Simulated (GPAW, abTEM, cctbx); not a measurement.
# Tl4I2O: the scripts behind a bonding study

Short scripts, each with its output. The cell comes from substitution in a known structure type and wasn't matched to any measured phase.

## Step 1: Relax the structure

```text
cell
1.0
     0.000000000   -5.227000000    0.000000000
     5.227000000    0.000000000    0.000000000
    -2.613500000    2.613500000    8.475000000
Tl I O
4 2 1
Direct
0.842100000 0.842100000 0.684200000
0.157900000 0.157900000 0.315800000
0.000000000 0.500000000 0.000000000
0.500000000 0.000000000 0.000000000
0.645200000 0.645200000 0.290400000
0.354800000 0.354800000 0.709600000
0.000000000 0.000000000 0.000000000
```

```python
from ase.constraints import FixSymmetry
from ase.filters import FrechetCellFilter
from ase.io import read, write
from ase.optimize import BFGS
from ase.parallel import parprint
from gpaw import GPAW, PW, FermiDirac

atoms = read("start.vasp")
atoms.set_constraint(FixSymmetry(atoms))
atoms.calc = GPAW(mode=PW(900), xc="PBE", kpts={"size": (3, 3, 3), "gamma": True},
                 occupations=FermiDirac(0.05), maxiter=120, symmetry={"tolerance": 1e-5}, txt="relax.txt")
BFGS(FrechetCellFilter(atoms), maxstep=0.15).run(fmax=0.03, steps=40)
parprint("cell  %.4f %.4f %.4f  %.2f %.2f %.2f" % tuple(atoms.cell.cellpar()))
parprint("volume %.3f A^3, largest force %.3f eV/A, largest stress %.2f GPa" % (atoms.get_volume(), abs(atoms.get_forces()).max(), 160.218 * abs(atoms.get_stress()).max()))
atoms.set_constraint()
write("relaxed.vasp", atoms, direct=True)
```

```console
$ OMP_NUM_THREADS=1 mpirun -n 4 gpaw python run.py > gpaw.log
```

```text
gpts.py:43: UserWarning: Initial realspace grid (40,40,64) inconsistent with symmetries.
gpts.py:43: UserWarning: Initial realspace grid (40,40,64) inconsistent with symmetries.
gpts.py:43: UserWarning: Initial realspace grid (40,40,64) inconsistent with symmetries.
gpts.py:43: UserWarning: Initial realspace grid (40,40,64) inconsistent with symmetries.
gpts.py:70: UserWarning: Using symmetrized grid: (64,64,64).
gpts.py:70: UserWarning: Using symmetrized grid: (64,64,64).
gpts.py:70: UserWarning: Using symmetrized grid: (64,64,64).
gpts.py:70: UserWarning: Using symmetrized grid: (64,64,64).
            Step        Energy          fmax
BFGS:    0      -21.669077        0.672800
gpts.py:43: UserWarning: Initial realspace grid (40,40,70) inconsistent with symmetries.
gpts.py:43: UserWarning: Initial realspace grid (40,40,70) inconsistent with symmetries.
gpts.py:43: UserWarning: Initial realspace grid (40,40,70) inconsistent with symmetries.
gpts.py:43: UserWarning: Initial realspace grid (40,40,70) inconsistent with symmetries.
gpts.py:70: UserWarning: Using symmetrized grid: (70,70,70).
gpts.py:70: UserWarning: Using symmetrized grid: (70,70,70).
gpts.py:70: UserWarning: Using symmetrized grid: (70,70,70).
gpts.py:70: UserWarning: Using symmetrized grid: (70,70,70).
BFGS:    1      -21.689754        0.647691
BFGS:    2      -21.921988        0.284902
BFGS:    3      -22.017823        0.243610
BFGS:    4      -22.026204        0.268478
BFGS:    5      -22.031626        0.262026
BFGS:    6      -22.056206        0.244207
BFGS:    7      -22.068250        0.133189
BFGS:    8      -22.071291        0.067773
BFGS:    9      -22.071753        0.061076
BFGS:   10      -22.071983        0.052480
BFGS:   11      -22.072149        0.047224
BFGS:   12      -22.072881        0.023540
cell  5.4676 5.4676 9.8055  106.19 106.19 90.00
volume 269.387 A^3, largest force 0.022 eV/A, largest stress 0.01 GPa
```

Time: 10 min on 4 cores of Arm Neoverse V2 (shared host), peak memory 2.4 GiB.

## Step 2: Build the all-electron density and subtract free atoms

```text
cell
1.0
     0.000000000   -5.467641890    0.000000000
     5.467641890    0.000000000    0.000000000
    -2.733820945    2.733820945    9.011071140
Tl I O
4 2 1
Direct
0.864189050 0.864189050 0.728378100
0.135810950 0.135810950 0.271621900
0.000000000 0.500000000 0.000000000
0.500000000 0.000000000 0.000000000
0.633996740 0.633996740 0.267993480
0.366003260 0.366003260 0.732006520
0.000000000 0.000000000 0.000000000
```

```python
import numpy as np
from ase.io import read
from ase.units import Bohr
from gpaw import GPAW, PW, FermiDirac
from gpaw.calculator import GPAW as OldGPAW
from gpaw.mpi import serial_comm, world
from scipy.special import erfc
from scipy.spatial import cKDTree

atoms = read("cell.vasp")
atoms.calc = GPAW(mode=PW(550), xc="PBE", kpts={"size": (4, 4, 4), "gamma": True},
                 occupations=FermiDirac(0.05), maxiter=120, symmetry={"tolerance": 1e-5}, txt="scf.txt")
atoms.get_potential_energy()
rho = atoms.calc.get_all_electron_density(gridrefinement=2)
moments = atoms.get_magnetic_moments() if atoms.calc.get_number_of_spins() == 2 else np.zeros(len(atoms))
total = atoms.get_magnetic_moment() if moments.any() else 0.0
if world.rank == 0:
    free = OldGPAW(mode=PW(550), xc="PBE", txt=None, communicator=serial_comm)
    neutral = atoms.copy()
    neutral.set_initial_magnetic_moments(None)
    free.initialize(neutral)
    free.set_positions(neutral)
    drho = rho - free.get_all_electron_density(gridrefinement=2)
    # GPAW starts from confined atoms: exchange their smooth part for that of the datasets' free atoms
    h = np.stack(np.meshgrid(*[np.fft.fftfreq(n, 1 / n) for n in drho.shape], indexing="ij"), -1)
    gabs = np.linalg.norm(h @ atoms.cell.reciprocal(), axis=-1)
    tails = np.fft.fftn(free.get_pseudo_density(gridrefinement=2))
    g, form, v0 = np.linspace(0, gabs.max(), 1500), {}, 0
    for e in set(atoms.symbols):
        idx = atoms.symbols.search(e)
        d = free.setups[idx[0]].data
        r, w = d.rgd.r_g * Bohr, d.rgd.r_g**2 * d.rgd.dr_g
        j0 = np.sinc(2 * g[:, None] * r)
        smooth = sum(f * p**2 for f, p in zip(d.f_j, d.phit_jg)) + np.sqrt(4 * np.pi) * d.nct_g
        full = sum(f * p**2 for f, p in zip(d.f_j, d.phi_jg)) + np.sqrt(4 * np.pi) * d.nc_g
        phase = sum(np.exp(-2j * np.pi * h @ s) for s in atoms.get_scaled_positions()[idx])
        tails -= np.interp(gabs, g, j0 @ (smooth * w)) * phase * drho.size / atoms.get_volume()
        form[e] = j0 @ (full * w)
        v0 += 2 * np.pi / 3 * 14.3996 * (full * w * r**2).sum() * len(idx)  # V A^3
    tails *= 0.5 * erfc((gabs - 1.8) / 0.25)  # the tails differ at long wavelengths alone
    drho += np.fft.ifftn(tails).real  # crystal minus superposed spherical free atoms
    np.save("drho.npy", drho)
    dv = atoms.get_volume() / drho.size
    print("grid", drho.shape, " electrons %.3f" % (rho.sum() * dv), " moved by bonding %.3f e" % (abs(drho).sum() * dv / 2))
    pts = np.indices(drho.shape).reshape(3, -1).T / drho.shape @ atoms.cell
    shifts = (np.indices((3, 3, 3)).reshape(3, -1).T - 1) @ atoms.cell
    images = (atoms.positions[None] + shifts[:, None]).reshape(-1, 3)
    dist, idx = cKDTree(images).query(pts, k=4)
    out = drho.ravel()[dist[:, 0] > 0.5]
    print("deformation density beyond 0.5 A of the nuclei: max %.3f, min %.3f e/A^3" % (out.max(), out.min()))
    tie = dist < dist[:, :1] + 1e-4
    q = -np.bincount((idx % len(atoms))[tie], (drho.ravel()[:, None] / tie.sum(1, keepdims=True) * tie)[tie], len(atoms)) * dv
    print("atom        x       y       z   Voronoi charge  moment")
    for a, s, c, m in zip(atoms, atoms.get_scaled_positions(), q, moments):
        print("%-2s%-3d %7.4f %7.4f %7.4f %10.3f %10.2f" % (a.symbol, a.index + 1, *s, c, m))
    np.savez("free.npz", g=g, **form)
    print("mean inner potential of superposed free atoms %.3f V" % (v0 / atoms.get_volume()))
    print("total magnetic moment %.3f muB" % total)
```

```console
$ OMP_NUM_THREADS=1 mpirun -n 4 gpaw python run.py > gpaw.log
```

```text
gpts.py:43: UserWarning: Initial realspace grid (30,30,54) inconsistent with symmetries.
gpts.py:43: UserWarning: Initial realspace grid (30,30,54) inconsistent with symmetries.
gpts.py:43: UserWarning: Initial realspace grid (30,30,54) inconsistent with symmetries.
gpts.py:43: UserWarning: Initial realspace grid (30,30,54) inconsistent with symmetries.
gpts.py:70: UserWarning: Using symmetrized grid: (54,54,54).
gpts.py:70: UserWarning: Using symmetrized grid: (54,54,54).
gpts.py:70: UserWarning: Using symmetrized grid: (54,54,54).
gpts.py:70: UserWarning: Using symmetrized grid: (54,54,54).
grid (108, 108, 108)  electrons 438.000  moved by bonding 1.276 e
deformation density beyond 0.5 A of the nuclei: max 0.145, min -0.062 e/A^3
atom        x       y       z   Voronoi charge  moment
Tl1    0.8642  0.8642  0.7284      0.272       0.00
Tl2    0.1358  0.1358  0.2716      0.272       0.00
Tl3    0.0000  0.5000  0.0000      0.221       0.00
Tl4    0.5000  0.0000  0.0000      0.221       0.00
I 5    0.6340  0.6340  0.2680     -0.219       0.00
I 6    0.3660  0.3660  0.7320     -0.219       0.00
O 7    0.0000  0.0000  0.0000     -0.549       0.00
mean inner potential of superposed free atoms 13.165 V
total magnetic moment 0.000 muB
```

Time: 80 s.

## Step 3: Fourier-transform the difference

```python
from cctbx import adptbx, crystal, miller, xray
from cctbx.eltbx import tiny_pse
import numpy as np

cs = crystal.symmetry(unit_cell=(5.4676, 5.4676, 18.0221, 90, 90, 90), space_group_symbol='Hall: -I 4 2')  # I4/mmm
atoms = [  # label, site, U (iso, or U11 U22 U33 U12 U13 U23 in A^2), occupancy
    ("Tl1", (0.5, 0.5, 0.36419), 0.0000, 1),
    ("Tl2", (0.5, 0, 0), 0.0000, 1),
    ("I1", (0.5, 0.5, 0.134), 0.0000, 1),
    ("O1", (0, 0, 0), 0.0000, 1),
]
xs = xray.structure(crystal_symmetry=cs)
for label, site, u, occ in atoms:
    u = adptbx.u_cif_as_u_star(cs.unit_cell(), u) if isinstance(u, tuple) else u
    xs.add_scatterer(xray.scatterer(label, site=site, u=u, occupancy=occ))
xs.scattering_type_registry(table="wk1995")
drho = np.load("drho.npy")
T = np.array([[0, 1, 0], [-1, 0, 0], [1, 1, 2]])  # conventional axes in terms of the primitive ones
dF = np.fft.ifftn(drho) * 538.77389  # electrons a conventional cell, indexed by primitive hkl
ms = miller.build_set(cs, anomalous_flag=False, d_min=0.9).sort("resolution")
iam = ms.structure_factors_from_scatterers(xs, algorithm="direct").f_calc()
p1 = xs.expand_to_p1()
z = np.array([tiny_pse.table(sc.scattering_type).atomic_number() for sc in p1.scatterers()])
x = np.array(p1.sites_frac())
free = np.load("free.npz")
print("static structure factors of the conventional cell: F in electrons, V (Mott-Bethe) in volts")
print("   h  k  l      d  |F| table  |F| free   |F| DFT   change   |V| free  |V| DFT  change %")
for h, d, table in list(zip(ms.indices(), ms.d_spacings().data(), iam.data()))[:16]:
    df = dF[tuple(np.rint(np.linalg.solve(T, h)).astype(int))]
    phase = np.exp(2j * np.pi * x @ h)
    f = sum(np.interp(1 / d, free["g"], free[sc.scattering_type]) * p for sc, p in zip(p1.scatterers(), phase))
    fz = (z * phase).sum()
    c = 14.3996 * d * d / (np.pi * cs.unit_cell().volume())
    v0, v1 = abs(fz - f) * c, abs(fz - f - df) * c
    print("%4d%3d%3d %7.4f %9.3f %9.3f %9.3f %8.3f %9.3f %8.3f %8s" % (h + (d, abs(table), abs(f), abs(f + df), abs(f + df) - abs(f), v0, v1, "%.1f" % (100 * (v1 / v0 - 1)) if v0 > 0.02 else "-")))
```

```console
$ python run.py
```

```text
static structure factors of the conventional cell: F in electrons, V (Mott-Bethe) in volts
   h  k  l      d  |F| table  |F| free   |F| DFT   change   |V| free  |V| DFT  change %
   0  0  2  9.0110   267.251   267.094   267.432    0.338     3.525    3.291     -6.6
   1  0  1  5.2321    85.670    85.469    85.708    0.239     0.550    0.494    -10.1
   0  0  4  4.5055   163.384   163.524   162.788   -0.736     2.623    2.751      4.8
   1  0  3  4.0436    81.632    81.545    80.317   -1.229     0.016    0.187        -
   1  1  0  3.8662   202.208   202.221   203.610    1.389     3.278    3.102     -5.4
   1  1  2  3.5530   342.190   342.179   341.538   -0.641     3.611    3.680      1.9
   1  0  5  3.0093    25.166    25.158    23.961   -1.197     0.277    0.184    -33.3
   0  0  6  3.0037   471.490   471.327   472.328    1.001     5.192    5.115     -1.5
   1  1  4  2.9340   719.986   720.003   719.378   -0.625     7.815    7.861      0.6
   2  0  0  2.7338   747.513   747.358   748.032    0.674     8.179    8.136     -0.5
   2  0  2  2.6161   232.730   232.551   233.011    0.460     2.308    2.282     -1.2
   2  1  1  2.4230    78.982    78.753    79.381    0.627     0.453    0.422     -6.9
   1  1  6  2.3720    97.747    97.706    97.234   -0.472     0.542    0.565      4.2
   2  0  4  2.3372   140.908   141.097   140.448   -0.650     1.748    1.778      1.7
   1  0  7  2.3293   115.172   114.879   115.557    0.678     0.626    0.595     -5.0
   2  1  3  2.2648    79.854    79.720    79.780    0.060     0.085    0.082     -3.1
```

Time: 0.34 s on 1 core of Arm Neoverse V2 (shared host), peak memory 0.11 GiB.

## Step 4: Propagate a plane wave with and without the bonding term

```python
import abtem
import numpy as np
from ase.build import make_supercell
from ase.io import read

abtem.config.set({"dask.lazy": False, "fft": "fftw", "diagnostics.progress_bar": False})
M = [[1, 0, 0], [0, 1, 0], [1, 1, 2]]  # rows: x, y and beam direction in the primitive cell's axes
unit = make_supercell(read("cell.vasp"), M)
unit.set_cell(list(unit.cell.lengths()) + [90, 90, 90], scale_atoms=True)
unit.positions[:, 2] += 0.6436  # keeps atomic planes off the slice boundaries
unit.wrap()
slab = unit * (2, 2, 33)
print(slab.get_chemical_formula(), "| box %.2f x %.2f x %.2f A" % tuple(slab.cell.lengths()))

# change of the potential by bonding, from the DFT deformation density (Poisson's equation term by term)
drho = np.load("drho.npy")
prim = read("cell.vasp")
h = np.stack(np.meshgrid(*[np.fft.fftfreq(n, 1 / n) for n in drho.shape], indexing="ij"), -1).reshape(-1, 3).astype(int)
g2 = ((h @ prim.cell.reciprocal()) ** 2).sum(1)
keep = (g2 > 0) & (g2 < 2.5**2)
shape = (157, 157, 98)
vg = np.zeros(shape, complex)
hm = h[keep] @ np.array(M).T
move = np.exp(-2j * np.pi * hm[:, 2] * (0.6436 / unit.cell[2, 2] - 0.5 / shape[2]))  # the same shift, sampled at mid-points
vg[tuple(hm.T % np.array(shape)[:, None])] = -14.3996 / np.pi * (np.fft.fftn(drho).ravel() / drho.size)[keep] / g2[keep] * move
dV = np.fft.ifftn(vg).real * vg.size
dV = dV.reshape(157, 157, 14, 7).mean(3) * unit.cell[2, 2] / 14  # V A, projected in each slice
dV = np.tile(dV.transpose(2, 0, 1), (33, 2, 2))


def build(atoms):
    p = abtem.Potential(atoms, gpts=(314, 314), slice_thickness=[slab.cell[2, 2] / 462] * 462,
                        parametrization="lobato", projection="infinite", exit_planes=42).build()
    p.array[:] += BONDING * dV
    return p


sigmas = {'Tl': 0.051, 'I': 0.056, 'O': 0.075}  # r.m.s. displacement along each axis, A
u = np.array([sigmas[s] for s in slab.symbols])[:, None]
rng = np.random.default_rng(418)


def potentials():
    for _ in range(3):  # frozen phonons, one configuration at a time
        atoms = slab.copy()
        atoms.positions += u * rng.standard_normal((len(atoms), 3))
        atoms.wrap()
        yield build(atoms)


for label, BONDING in (("IAM", 0.0), ("DFT", 1.0)):
    print("=====", label)
    rng = np.random.default_rng(418)  # the same displacements for both
    potential = build(slab)
    print("grid", potential.gpts, "slices", potential.num_slices)
    thickness = potential.exit_thicknesses
    wave = abtem.PlaneWave(energy=100000)
    dp = np.mean([wave.multislice(p).diffraction_patterns(max_angle="valid").array for p in potentials()], axis=0)
    hkl = [(0, 0, 0), (1, 1, 0), (2, 0, 0), (2, 2, 0), (3, 1, 0), (3, 3, 0)]
    nx, ny = dp.shape[-2:]
    print("intensity of each beam, fraction of the incident wave")
    print("  t (A)" + "".join("%9s" % " ".join(map(str, h)) for h in hkl) + "  diffuse    total")
    grid = np.zeros((nx, ny), bool)
    grid[nx // 2 % 2::2, ny // 2 % 2::2] = True
    for t, a in list(zip(thickness, dp))[1:]:
        idx = [np.rint(np.array(M) @ np.linalg.solve([[0, 1, 0], [-1, 0, 0], [1, 1, 2]], h)).astype(int) for h in hkl]
        print("%7.1f" % t + "".join("%9.5f" % a[nx // 2 + i[0] * 2, ny // 2 + i[1] * 2] for i in idx) + "%9.4f%9.4f" % (a[~grid].sum(), a.sum()))
```

```console
$ python run.py
```

```text
I528O264Tl1056 | box 10.94 x 10.94 x 594.73 A
===== IAM
grid (314, 314) slices 462
intensity of each beam, fraction of the incident wave
  t (A)    0 0 0    1 1 0    2 0 0    2 2 0    3 1 0    3 3 0  diffuse    total
   54.1  0.67742  0.00538  0.01795  0.00750  0.00424  0.00140   0.0635   0.9895
  108.1  0.46837  0.02349  0.02334  0.00752  0.00139  0.00074   0.1283   0.9784
  162.2  0.47664  0.02304  0.00729  0.00325  0.00151  0.00119   0.1735   0.9688
  216.3  0.41828  0.01844  0.00632  0.00490  0.00340  0.00155   0.2071   0.9610
  270.3  0.31678  0.03036  0.00223  0.00889  0.00084  0.00115   0.2467   0.9530
  324.4  0.30785  0.02304  0.00321  0.00539  0.00110  0.00055   0.2820   0.9452
  378.5  0.34363  0.01208  0.00429  0.00237  0.00147  0.00135   0.3061   0.9374
  432.5  0.34461  0.00878  0.00602  0.00280  0.00061  0.00010   0.3231   0.9307
  486.6  0.33546  0.00483  0.00699  0.00470  0.00017  0.00029   0.3417   0.9236
  540.7  0.34226  0.00237  0.00530  0.00454  0.00010  0.00006   0.3543   0.9165
  594.7  0.31827  0.00438  0.00554  0.00346  0.00053  0.00065   0.3664   0.9097
===== DFT
grid (314, 314) slices 462
intensity of each beam, fraction of the incident wave
  t (A)    0 0 0    1 1 0    2 0 0    2 2 0    3 1 0    3 3 0  diffuse    total
   54.1  0.67681  0.00573  0.01789  0.00763  0.00410  0.00134   0.0635   0.9895
  108.1  0.47802  0.02195  0.02331  0.00769  0.00117  0.00063   0.1276   0.9785
  162.2  0.49831  0.02000  0.00738  0.00317  0.00132  0.00109   0.1709   0.9692
  216.3  0.43844  0.01673  0.00673  0.00507  0.00297  0.00135   0.2021   0.9620
  270.3  0.33631  0.02854  0.00313  0.00916  0.00058  0.00095   0.2401   0.9543
  324.4  0.33369  0.02050  0.00358  0.00549  0.00094  0.00049   0.2742   0.9467
  378.5  0.36489  0.01102  0.00449  0.00259  0.00124  0.00125   0.2973   0.9392
  432.5  0.35654  0.00876  0.00682  0.00301  0.00050  0.00008   0.3143   0.9326
  486.6  0.34822  0.00486  0.00734  0.00462  0.00019  0.00028   0.3337   0.9256
  540.7  0.35651  0.00223  0.00537  0.00458  0.00009  0.00004   0.3462   0.9185
  594.7  0.33047  0.00403  0.00577  0.00388  0.00046  0.00061   0.3586   0.9118
```

Time: 82 s.

[Outputs are excerpts: Python notices, other lines and further rows are left out; steps that failed or that the build refused (PBEsol, TPSS) are not shown.]

[Logs are printed without paths, hosts, clocks, repeated set-up lines and the standing remarks that a program may print on its own settings, such as how far it seeks lower states.]
